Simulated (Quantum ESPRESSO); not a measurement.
# E(M) of Nickel

How stiff is the total moment of Nickel, and does E(M) have further minima?

Program: Quantum ESPRESSO 7.5. Level of theory: PBEsol; plane waves with GBRV 1.5 PBEsol potentials, no spin-orbit coupling. Results are calculated unless marked as measured.

**1. The structure**

Symmetry: Fm-3m, No. 225, cubic system. The conventional cell has a = 3.524 Å, b = 3.524 Å, c = 3.524 Å, α = 90.00°, β = 90.00°, γ = 90.00°. Nearest to Ni lie 12 Ni at 2.49 Å.

Coordinates:

```cif
data_structure
_symmetry_space_group_name_H-M 'Fm-3m'
_symmetry_Int_Tables_number 225
_cell_length_a 3.5239
_cell_length_b 3.5239
_cell_length_c 3.5239
_cell_angle_alpha 90.000
_cell_angle_beta 90.000
_cell_angle_gamma 90.000
_cell_volume 43.76
loop_
_atom_site_label
_atom_site_type_symbol
_atom_site_symmetry_multiplicity
_atom_site_Wyckoff_symbol
_atom_site_fract_x
_atom_site_fract_y
_atom_site_fract_z
_atom_site_occupancy
Ni1 Ni 4 a 0.00000 0.00000 0.00000 1
```

The cell comes from the Crystallography Open Database.

**2. The free run**

pw.in reads:

```
&CONTROL
  calculation = 'scf'
  prefix = 'pwscf'
  outdir = './tmp'
  pseudo_dir = './pseudo'
  disk_io = 'nowf'
  tprnfor = .true.
  tstress = .true.
/
&SYSTEM
  ibrav = 0
  nat = 1
  ntyp = 1
  ecutwfc = 40
  ecutrho = 280
  nbnd = 15
  occupations = 'smearing'
  smearing = 'fd'
  degauss = 0.00367493
  nspin = 2
  starting_magnetization(1) = 0.0556
/
&ELECTRONS
  conv_thr = 2d-09
  electron_maxstep = 150
  mixing_beta = 0.3
/
ATOMIC_SPECIES
Ni     58.6934 ni_pbesol_v1.4.uspp.F.UPF
CELL_PARAMETERS angstrom
   0.0000000000    1.7619350000    1.7619350000
   1.7619350000    0.0000000000    1.7619350000
   1.7619350000    1.7619350000    0.0000000000
ATOMIC_POSITIONS crystal
Ni      0.0000000000    0.0000000000    0.0000000000
K_POINTS automatic
14 14 14 0 0 0
```

On the command line:

```
$ OMP_NUM_THREADS=1 mpirun -n 2 pw.x -nk 2 -in pw.in > pw.out
```

The log of the run:

```text
Program PWSCF v.7.5 starts

     Message from routine setup:
     using ibrav=0 with symmetry is DISCOURAGED, use correct ibrav instead

     K-points division:     npool     =       2
     Subspace diagonalization in iterative solution of the eigenvalue problem:

     G-vector sticks info
     --------------------
     sticks:   dense  smooth     PW     G-vecs:    dense   smooth      PW
     Sum         433     253     85                 5817     2565     537

     Using Slab Decomposition

     bravais-lattice index     =            0
     lattice parameter (alat)  =       4.7087  a.u.
     unit-cell volume          =      73.8238 (a.u.)^3
     number of atoms/cell      =            1
     number of atomic types    =            1
     number of electrons       =        18.00
     number of Kohn-Sham states=           15
     kinetic-energy cutoff     =      40.0000  Ry
     charge density cutoff     =     280.0000  Ry
     scf convergence threshold =      2.0E-09
     mixing beta               =       0.3000
     number of iterations used =            8  plain     mixing
     Exchange-correlation= SLA  PW   PSX  PSC
                           (   1   4  10   8   0   0   0)

     celldm(1)=   4.708730  celldm(2)=   0.000000  celldm(3)=   0.000000
     celldm(4)=   0.000000  celldm(5)=   0.000000  celldm(6)=   0.000000

     crystal axes: (cart. coord. in units of alat)
               a(1) = (   0.000000   0.707107   0.707107 )
               a(2) = (   0.707107   0.000000   0.707107 )
               a(3) = (   0.707107   0.707107   0.000000 )

     reciprocal axes: (cart. coord. in units 2 pi/alat)
               b(1) = ( -0.707107  0.707107  0.707107 )
               b(2) = (  0.707107 -0.707107  0.707107 )
               b(3) = (  0.707107  0.707107 -0.707107 )

     PseudoPot. # 1 for Ni read from file:
     ni_pbesol_v1.4.uspp.F.UPF
     Pseudo is Ultrasoft + core correction, Zval = 18.0
     Generated by new atomic code, or converted to UPF format
     Using radial grid of  865 points,  6 beta functions with:
                l(1) =   0
                l(2) =   0
                l(3) =   1
                l(4) =   1
                l(5) =   2
                l(6) =   2
     Q(r) pseudized with 10 coefficients,  rinner =    0.980   0.980   0.980
                                                       0.980   0.980

     atomic species   valence    mass     pseudopotential
     Ni               18.00    58.69340     Ni( 1.00)

     Starting magnetic structure
     atomic species   magnetization
     Ni              0.056

     48 Sym. Ops., with inversion, found

   Cartesian axes

     site n.     atom                  positions (alat units)
         1        Ni     tau(   1) = (   0.0000000   0.0000000   0.0000000  )

     number of k points=   104  Fermi-Dirac smearing, width (Ry)=  0.0037

     Number of k-points >= 100: set verbosity='high' to print them.

     Dense  grid:     5817 G-vectors     FFT dimensions: (  25,  25,  25)

     Smooth grid:     2565 G-vectors     FFT dimensions: (  20,  20,  20)

     Check: negative core charge=   -0.000020
     Generating pointlists ...
     new r_m :   0.4125 (alat units)  1.9424 (a.u.) for type    1

     Initial potential from superposition of free atoms

     starting charge      16.0000, renormalised to      18.0000
     Starting wfcs are   13 randomized atomic wfcs +    2 random wfcs

     Self-consistent Calculation

     iteration #  1     ecut=    40.00 Ry     beta= 0.30
     Davidson diagonalization with overlap
     ethr =  1.00E-02,  avg # of iterations =  4.6

     total energy              =    -336.63547034 Ry
     estimated scf accuracy    <      31.97670742 Ry

     total magnetization       =     0.22 Bohr mag/cell
     absolute magnetization    =     0.24 Bohr mag/cell

     iteration #  2     ecut=    40.00 Ry     beta= 0.30
     Davidson diagonalization with overlap
     ethr =  1.00E-02,  avg # of iterations =  3.0

     total energy              =    -342.83227102 Ry
     estimated scf accuracy    <       1.21829086 Ry

     total magnetization       =     0.44 Bohr mag/cell
     absolute magnetization    =     0.49 Bohr mag/cell

     iteration #  3     ecut=    40.00 Ry     beta= 0.30
     Davidson diagonalization with overlap
     ethr =  6.77E-03,  avg # of iterations =  1.9

     total energy              =    -343.07230909 Ry
     estimated scf accuracy    <       0.06103587 Ry

     total magnetization       =     0.72 Bohr mag/cell
     absolute magnetization    =     0.78 Bohr mag/cell

     [... further iterations left out ...]

     iteration #  8     ecut=    40.00 Ry     beta= 0.30
     Davidson diagonalization with overlap
     ethr =  1.36E-07,  avg # of iterations =  1.0

     total energy              =    -343.08448775 Ry
     estimated scf accuracy    <       0.00001558 Ry

     total magnetization       =     0.66 Bohr mag/cell
     absolute magnetization    =     0.76 Bohr mag/cell

     iteration #  9     ecut=    40.00 Ry     beta= 0.30
     Davidson diagonalization with overlap
     ethr =  8.65E-08,  avg # of iterations =  1.0

     total energy              =    -343.08448751 Ry
     estimated scf accuracy    <       0.00000379 Ry

     total magnetization       =     0.66 Bohr mag/cell
     absolute magnetization    =     0.76 Bohr mag/cell

     iteration # 10     ecut=    40.00 Ry     beta= 0.30
     Davidson diagonalization with overlap
     ethr =  2.10E-08,  avg # of iterations =  1.5

     total energy              =    -343.08448843 Ry
     estimated scf accuracy    <       0.00000007 Ry

     total magnetization       =     0.67 Bohr mag/cell
     absolute magnetization    =     0.77 Bohr mag/cell

     iteration # 11     ecut=    40.00 Ry     beta= 0.30
     Davidson diagonalization with overlap
     ethr =  3.92E-10,  avg # of iterations =  1.5

     Magnetic moment per site  (integrated on atomic sphere of radius R)
     atom   1 (R=0.412)  charge= 16.6984  magn=  0.7102

     End of self-consistent calculation

     Number of k-points >= 100: set verbosity='high' to print the bands.

     the Fermi energy is    17.5912 ev

!    total energy              =    -343.08448851 Ry
     estimated scf accuracy    <          9.9E-10 Ry
     smearing contrib. (-TS)   =      -0.00115089 Ry
     internal energy E=F+TS    =    -343.08333762 Ry

     The total energy is F=E-TS. E is the sum of the following terms:
     one-electron contribution =    -192.32135232 Ry
     hartree contribution      =     107.49056746 Ry
     xc contribution           =     -35.17671114 Ry
     ewald contribution        =    -223.07584162 Ry

     total magnetization       =     0.67 Bohr mag/cell
     absolute magnetization    =     0.77 Bohr mag/cell

     convergence has been achieved in  11 iterations

     Forces acting on atoms (cartesian axes, Ry/au):

     atom    1 type  1   force =     0.00000000    0.00000000    0.00000000

     Total force =     0.000000     Total SCF correction =     0.000000

     Computing stress (Cartesian axis) and pressure

          total   stress  (Ry/bohr**3)                   (kbar)     P=     -173.80
  -0.00118145   0.00000000  -0.00000000         -173.80        0.00       -0.00
   0.00000000  -0.00118145   0.00000000            0.00     -173.80        0.00
  -0.00000000   0.00000000  -0.00118145           -0.00        0.00     -173.80

=------------------------------------------------------------------------------=
   JOB DONE.
=------------------------------------------------------------------------------=
```

Run time: 5.8 s. Hardware: 2 MPI ranks of Arm Neoverse V2, shared host; peak memory 0.13 GiB; 11 s of CPU time.

Spin moment in the atom's sphere by atom:

```csv
atom,spin moment in the atom's sphere (μB)
Ni1,0.710
```

Numbers from this step:

- smearing term TS: 0.01566 eV
- pressure: -17.38 GPa
- magnetization: 0.668 μB
- absolute magnetization: 0.768 μB
- final state: ferromagnetic

**3. Moment fixed at 0 μB**

The two spin channels are filled to separate Fermi energies, so that the total moment meets the target. Half of the up one less the down one is the slope dE/dM.

Edit pw.in of step 2 so:

```diff
@@ -15,3 +15,3 @@
   ecutrho = 280
-  nbnd = 15
+  nbnd = 16
   occupations = 'smearing'
@@ -20,3 +20,4 @@
   nspin = 2
-  starting_magnetization(1) = 0.0556
+  starting_magnetization(1) = 0.0028
+  tot_magnetization = 0
 /
```

The log of the run:

```text
     [... lines left out ...]
Program PWSCF v.7.5 starts
     [... lines left out ...]
     number of atoms/cell      =            1
     [... lines left out ...]
     number of electrons       =        18.00 (up:   9.00, down:   9.00)
     number of Kohn-Sham states=           16
     kinetic-energy cutoff     =      40.0000  Ry
     charge density cutoff     =     280.0000  Ry
     scf convergence threshold =      2.0E-09
     [... lines left out ...]
     48 Sym. Ops., with inversion, found
     [... lines left out ...]
     number of k points=   104  Fermi-Dirac smearing, width (Ry)=  0.0037
     [... lines left out ...]
     iteration # 11     ecut=    40.00 Ry     beta= 0.30
     [... lines left out ...]
     Magnetic moment per site  (integrated on atomic sphere of radius R)
     atom   1 (R=0.412)  charge= 16.7020  magn=  0.0000
     [... lines left out ...]
     the spin up/dw Fermi energies are    17.3551   17.3551 ev
!    total energy              =    -343.08051701 Ry
     estimated scf accuracy    <          2.1E-11 Ry
     smearing contrib. (-TS)   =      -0.00226540 Ry
     [... lines left out ...]
     total magnetization       =     0.00 Bohr mag/cell
     absolute magnetization    =     0.00 Bohr mag/cell
     convergence has been achieved in  11 iterations
     [... lines left out ...]
     Total force =     0.000000     Total SCF correction =     0.000000
     [... lines left out ...]
          total   stress  (Ry/bohr**3)                   (kbar)     P=     -187.94
     [... lines left out ...]
```

Wall time 6.1 s (2 MPI ranks); peak memory 0.13 GiB.

Read from the output:

```yaml
magnetization: 0 μB
absolute_magnetization: 0 μB
half_the_difference_of_the_two_fermi_energies: 0 meV
largest_moment: 0 μB
```

**4. Moment fixed at 0.159 μB**

Edit pw.in of step 3 so:

```diff
@@ -20,4 +20,4 @@
   nspin = 2
-  starting_magnetization(1) = 0.0028
-  tot_magnetization = 0
+  starting_magnetization(1) = 0.0088
+  tot_magnetization = 0.159
 /
```

The log of the run:

```text
     [... lines left out ...]
Program PWSCF v.7.5 starts
     [... lines left out ...]
     number of atoms/cell      =            1
     [... lines left out ...]
     number of electrons       =        18.00 (up:   9.08, down:   8.92)
     number of Kohn-Sham states=           16
     kinetic-energy cutoff     =      40.0000  Ry
     charge density cutoff     =     280.0000  Ry
     scf convergence threshold =      2.0E-09
     [... lines left out ...]
     48 Sym. Ops., with inversion, found
     [... lines left out ...]
     number of k points=   104  Fermi-Dirac smearing, width (Ry)=  0.0037
     [... lines left out ...]
     iteration # 10     ecut=    40.00 Ry     beta= 0.30
     [... lines left out ...]
     Magnetic moment per site  (integrated on atomic sphere of radius R)
     atom   1 (R=0.412)  charge= 16.7020  magn=  0.1718
     [... lines left out ...]
     the spin up/dw Fermi energies are    17.2940   17.4222 ev
!    total energy              =    -343.08089380 Ry
     estimated scf accuracy    <          3.4E-11 Ry
     smearing contrib. (-TS)   =      -0.00217698 Ry
     [... lines left out ...]
     total magnetization       =     0.16 Bohr mag/cell
     absolute magnetization    =     0.19 Bohr mag/cell
     convergence has been achieved in  10 iterations
     [... lines left out ...]
     Total force =     0.000000     Total SCF correction =     0.000000
     [... lines left out ...]
          total   stress  (Ry/bohr**3)                   (kbar)     P=     -187.42
     [... lines left out ...]
```

The job ended after 5.7 s (2 MPI ranks; peak memory 0.13 GiB; 11 s of CPU time).

Spin moment in the atom's sphere by atom:

```csv
atom,spin moment in the atom's sphere (μB)
Ni1,0.172
```

Read from the output:

- magnetization: 0.159 μB
- absolute magnetization: 0.19 μB
- half the difference of the two Fermi energies: -64.1 meV

**5. Moment fixed at 0.317 μB**

Edit pw.in of step 4 so:

```diff
@@ -20,4 +20,4 @@
   nspin = 2
-  starting_magnetization(1) = 0.0088
-  tot_magnetization = 0.159
+  starting_magnetization(1) = 0.0176
+  tot_magnetization = 0.317
 /
```

The log of the run:

```text
     [... lines left out ...]
Program PWSCF v.7.5 starts
     [... lines left out ...]
     number of atoms/cell      =            1
     [... lines left out ...]
     number of electrons       =        18.00 (up:   9.16, down:   8.84)
     number of Kohn-Sham states=           16
     kinetic-energy cutoff     =      40.0000  Ry
     charge density cutoff     =     280.0000  Ry
     scf convergence threshold =      2.0E-09
     [... lines left out ...]
     48 Sym. Ops., with inversion, found
     [... lines left out ...]
     number of k points=   104  Fermi-Dirac smearing, width (Ry)=  0.0037
     [... lines left out ...]
     iteration # 10     ecut=    40.00 Ry     beta= 0.30
     [... lines left out ...]
     Magnetic moment per site  (integrated on atomic sphere of radius R)
     atom   1 (R=0.412)  charge= 16.7019  magn=  0.3426
     [... lines left out ...]
     the spin up/dw Fermi energies are    17.2477   17.4916 ev
!    total energy              =    -343.08198436 Ry
     estimated scf accuracy    <          1.9E-09 Ry
     smearing contrib. (-TS)   =      -0.00189688 Ry
     [... lines left out ...]
     total magnetization       =     0.32 Bohr mag/cell
     absolute magnetization    =     0.38 Bohr mag/cell
     convergence has been achieved in  10 iterations
     [... lines left out ...]
     Total force =     0.000000     Total SCF correction =     0.000000
     [... lines left out ...]
          total   stress  (Ry/bohr**3)                   (kbar)     P=     -188.47
     [... lines left out ...]
```

Run time: 5.8 s. Hardware: 2 MPI ranks; peak memory 0.13 GiB; 11 s of CPU time.

This step gave:

* magnetization: 0.317 μB
* absolute magnetization: 0.38 μB
* half the difference of the two Fermi energies: -122 meV
* largest moment: 0.3426 μB

**6. The curve**

The runs not shown differ in the target, the start and the number of states alone. The point at 0.67 μB is the free run, entered with slope zero.

Energy over the lowest against total spin moment:

```csv
total spin moment (μB a cell),energy over the lowest (meV a cell)
0.000,54.0
0.159,48.9
0.317,34.1
0.476,11.6
0.634,0.234
0.668,0
0.793,8.02
0.951,56.2
1.110,140
1.268,276
```

Table of dE/dM by total spin moment:

```csv
total spin moment (μB a cell),dE/dM (meV/μB)
0.000,0
0.159,-64.1
0.317,-122
0.476,-147
0.634,-13.2
0.668,0
0.793,185
0.951,397
1.110,667
1.268,1020
```

The largest site moment by total spin moment:

```csv
total spin moment (μB a cell),largest site moment (μB)
0.000,0
0.159,0.172
0.317,0.343
0.476,0.514
0.634,0.676
0.668,0.710
0.793,0.828
0.951,0.971
1.110,1.11
1.268,1.24
```

**7. Results**

| Property | Result |
| --- | --- |
| moment of the free run | 0.67 μB a cell |
| energy at zero total moment | 54.0 meV a cell over the lowest |
| ΔE/ΔM² from the lowest point to 0.95 and to 0.48 μB | 704 and 314 meV/μB² |

In words: At zero total moment the site moments vanish, so the 54 meV a cell is the energy of forming them. The points show one minimum alone. The cell holds one seeded atom, so opposed orders, which may lie lower, cannot form in it.

[Logs and program files are shortened in this print: banners, set-up blocks, solver, clock and traceback lines can be left out without a mark of their own.]

[Logs are printed without paths, hosts, clocks, repeated set-up lines and the standing remarks that a program may print on its own settings, such as how far it seeks lower states.]

[Hosts, paths, dates, database ids (printed as entryN), source tags and the programs' standing remarks are cut or masked in the printed files.]

[Where a cell is said to come from a database of computed structures, the database is the Materials Project.]
